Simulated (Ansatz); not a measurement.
# BiOCl (P4/nmm): converging the G0W0 gap, part 2 of 2

Aim: see how the G0W0 gap of BiOCl (P4/nmm) on r2SCAN moves with empty bands and screening cutoff, and what each rung costs.

Ansatz 0.2.0; G0W0 on r2SCAN, plane waves, PAW. Known limits of the many-body steps: not at the basis limit; no spin-orbit coupling.

So far. Step 2 (290 empty bands, screening to 110 eV): The gap on the mesh goes from 3.10 eV to 3.71 eV, a correction of +0.61 eV. Between the two edge states, bare exchange in place of the xc potential would open the gap by 6.71 eV, and correlation takes back 6.10 eV. Step 3 (659 empty bands, screening to 190 eV): Against the run with 6×6×4 mesh, 290 empty bands, screening to 110 eV, hard PAW files, the gap moves by +0.15 eV.

### 4. 1117 empty bands, screening to 270 eV

input.yaml

```yaml
crystal:
  lattice:
    - [3.88551, 0.0, 0.0]
    - [0.0, 3.88551, 0.0]
    - [0.0, 0.0, 7.3489]
  atoms:
    - { symbol: Bi, position: [0.5, 0.0, 0.32904] }
    - { symbol: Bi, position: [0.0, 0.5, 0.67096] }
    - { symbol: Cl, position: [0.0, 0.5, 0.1472] }
    - { symbol: Cl, position: [0.5, 0.0, 0.8528] }
    - { symbol: O, position: [0.0, 0.0, 0.5] }
    - { symbol: O, position: [0.5, 0.5, 0.5] }
kpoints:
  mp_grid: { grid: [6, 6, 4] }
hamiltonian:
  xc: r2scan
  pseudopotentials: { kind: paw, source: ansatz }
scf:
  occupations: { method: fixed }
gw:
  n_empty_bands: 1117
  ecut_chi: 270.0
  qp_bands: [v2, c2]
  qp_kpoints: band_edges
  screening: { model: contour_deformation }
```

Command:

```bash
$ ansatz run input.yaml --threads 4 --pin off --max-ram 138240MiB --backend cuda --events-out ev --progress --plain --runs-dir out --devices 1 --max-vram 26GiB
```

Numbers of over 12 decimals in the logs are rounded to 6 here.

Output:

```text
GPUs: using 1 of 1 available (devices: 1).
[...]
GPU FFT provider: cuFFT
GPU libraries: cuBLAS 13.8.2, cuFFT 12.4.0, cuSOLVER 12.3.4
Crystal: 6 atoms, lattice volume = 110.948 Å³
Basis set: ecut = 1050 eV, 8579 PW (Γ), exchange–correlation on 192×192×360 points (64 copies of the dense FFT grid, shifted against one another)
Bands: 44, of which v1, the nominal top of the filled ones, is band 36 counted from 1 (35 counted from 0)
[...]
1    38     12.4431   -10.0214    -3.8482   -14.0141  0.8221    12.5877    12.5875  root
[...]
29    35      7.8012   -26.2200     4.0982   -21.7183  0.7384     7.3954     7.3976  root
    29    36      7.8012   -26.2200     4.0982   -21.7183  0.7384     7.3954     7.3976  root
    29    37     13.5314   -11.8335    -3.9114   -15.9875  0.8078    13.7744    13.7739  root
    29    38     13.5314   -11.8335    -3.9114   -15.9875  0.8078    13.7744    13.7739  root
[key lines of the parts left out:]
SCF converged after 9 iterations
Free energy (F): -35478.388893 eV
Fermi energy:    8.501403 eV
```

The job ended after 8.6 min (1 × NVIDIA H100 80GB HBM3 (shared by 3 runs) with 4 threads of AMD EPYC 7R13 (Zen 3), shared host; peak memory 14 GiB; 17 min of CPU time).

This step gave:

```
bands summed                                 : 1153
RPA ε∞ on this mesh (eigenvalues)            : 4.360, 5.457, 5.457
plane waves in the screening matrix          : 1131
G0W0 gap on the mesh                         : 3.933 eV
k of the valence top                         : 0, 0.3333, -0.5
k of the conduction bottom                   : 0, 0, -0.5
starting gap on the mesh                     : 3.098 eV
least direct G0W0 gap on the computed points : 4.200 eV
```

Against the run with 6×6×4 mesh, 659 empty bands, screening to 190 eV, hard PAW files, the gap moves by +0.07 eV.

### 5. Changing the k mesh: 8×8×4 mesh, 290 empty bands, screening to 110 eV, hard PAW files

Only the mesh changes. It samples the long-range screening, which converges on its own terms. Bands and cutoff differ from the step before, so it is read against an earlier run that matches them.

input.yaml, as its differences from that of step 4:

```diff
@@ -13,3 +13,3 @@
 kpoints:
-  mp_grid: { grid: [6, 6, 4] }
+  mp_grid: { grid: [8, 8, 4] }
 hamiltonian:
@@ -20,4 +20,4 @@
 gw:
-  n_empty_bands: 1117
-  ecut_chi: 270.0
+  n_empty_bands: 290
+  ecut_chi: 110.0
   qp_bands: [v2, c2]
```

Output:

```text
GPUs: using 1 of 1 available (devices: 1).
[...]
GPU FFT provider: cuFFT
GPU libraries: cuBLAS 13.8.2, cuFFT 12.4.0, cuSOLVER 12.3.4
Crystal: 6 atoms, lattice volume = 110.948 Å³
Basis set: ecut = 1050 eV, 8579 PW (Γ), exchange–correlation on 192×192×360 points (64 copies of the dense FFT grid, shifted against one another)
Bands: 44, of which v1, the nominal top of the filled ones, is band 36 counted from 1 (35 counted from 0)
[...]
1    38     12.4431   -10.0285    -3.6051   -14.0141  0.8235    12.8248    12.8236  root
[...]
44    35      7.8012   -26.2156     4.5619   -21.7183  0.7451     7.8657     7.8658  root
    44    36      7.8012   -26.2156     4.5619   -21.7183  0.7451     7.8657     7.8658  root
    44    37     13.5314   -11.8368    -3.6208   -15.9875  0.8101    14.0638    14.0613  root
    44    38     13.5314   -11.8368    -3.6208   -15.9875  0.8101    14.0638    14.0613  root
[key lines of the parts left out:]
SCF converged after 9 iterations
Free energy (F): -35478.388917 eV
Fermi energy:    8.539837 eV
```

Wall time 4.3 min (1 × NVIDIA H100 80GB HBM3 (shared by 3 runs) with 4 threads); peak memory 4.7 GiB.

Numbers from this step:

```
bands summed                                 : 326
RPA ε∞ on this mesh (eigenvalues)            : 4.383, 5.507, 5.507
plane waves in the screening matrix          : 289
G0W0 gap on the mesh                         : 3.698 eV
k of the valence top                         : 0, 0.375, -0.5
k of the conduction bottom                   : 0, 0, -0.5
starting gap on the mesh                     : 3.059 eV
least direct G0W0 gap on the computed points : 3.965 eV
```

Against the run with 6×6×4 mesh, 290 empty bands, screening to 110 eV, hard PAW files, the gap moves by −0.013 eV, while the start moved by −0.04 eV. A band edge is found at another k point on this mesh.

### 6. The runs together

Times are wall times on 1 × NVIDIA H100 80GB HBM3 (shared by 3 runs) with 4 threads of AMD EPYC 7R13 (Zen 3), shared host, good to a factor of about two.

| mesh | files | frequency | bands summed | cutoff (eV) | start (eV) | G0W0 (eV) | time | host memory (GiB) |
| --- | --- | --- | --- | --- | --- | --- | --- | --- |
| 6×6×4 | hard PAW | contour deformation | 326 | 110 | 3.098 | 3.711 | 2.3 min | 3.7 |
| 6×6×4 | hard PAW | contour deformation | 695 | 190 | 3.098 | 3.861 | 4.3 min | 7.4 |
| 6×6×4 | hard PAW | contour deformation | 1153 | 270 | 3.098 | 3.933 | 8.6 min | 14 |
| 8×8×4 | hard PAW | contour deformation | 326 | 110 | 3.059 | 3.698 | 4.3 min | 4.7 |

The parts of the quasiparticle energy at the two band edges (eV; QP = start + Σx + Σc − Vxc):

| run | edge | start | Σx | Σc | Vxc | Z | QP |
| --- | --- | --- | --- | --- | --- | --- | --- |
| 326 bands | valence top | 8.50 | -22.45 | 2.66 | -19.52 | 0.78 | 8.24 |
| 326 bands | conduction bottom | 11.60 | -9.73 | -3.44 | -13.51 | 0.83 | 11.95 |
| 695 bands | valence top | 8.50 | -22.45 | 2.38 | -19.52 | 0.77 | 7.95 |
| 695 bands | conduction bottom | 11.60 | -9.73 | -3.57 | -13.51 | 0.83 | 11.81 |
| 1153 bands | valence top | 8.50 | -22.45 | 2.25 | -19.52 | 0.77 | 7.82 |
| 1153 bands | conduction bottom | 11.60 | -9.73 | -3.63 | -13.51 | 0.83 | 11.75 |

### 7. Results

```
326 bands, 110 eV                   : 3.711 eV
695 bands, 190 eV                   : 3.861 eV
1153 bands, 270 eV                  : 3.933 eV
estimated limit in bands and cutoff : 4.04 eV
mesh and start                      : 6×6×4, r2SCAN
```

What this shows: A line in one over the bands through the two highest rungs gives 4.04 eV, +0.11 eV from the top rung; the pair below gives 3.99 eV, so the estimate is still climbing. The rungs stand 0.33 eV (326 bands), 0.18 eV (695 bands) and 0.11 eV (1153 bands) from it. From 326 to 1153 bands the gap moves by +0.22 eV while the time grows 3.7-fold. Σc changes by −0.42 eV at the valence top and −0.20 eV at the conduction bottom, so the valence edge carries most of the change. On the 8×8×4 mesh in place of 6×6×4 the gap differs by −0.01 eV, of which −0.04 eV is already in the start. Gaps are over the mesh's points; an edge off the mesh would be missed. Where an edge is built on 6p states of lead, bismuth or thallium, scalar-relativistic gaps usually stand too wide, by a few tenths to over one eV. The many-body steps are scalar-relativistic: spin-orbit coupling is not in them.

[Paths, hosts, dates, memory and timing lines, banners, echoed tables and standing remarks are left out of the program output.]

[Logs are printed without paths, hosts, clocks, repeated set-up lines and the standing remarks that a program may print on its own settings, such as how far it seeks lower states.]

[Runs of the session that timed out or met a known fault of the program may be left out.]

[Cells called generated may have been cut or substituted from an entry of the Crystallography Open Database or the Materials Project.]

[Hosts, paths, dates, database ids (printed as entryN), source tags and the programs' standing remarks are cut or masked in the printed files.]
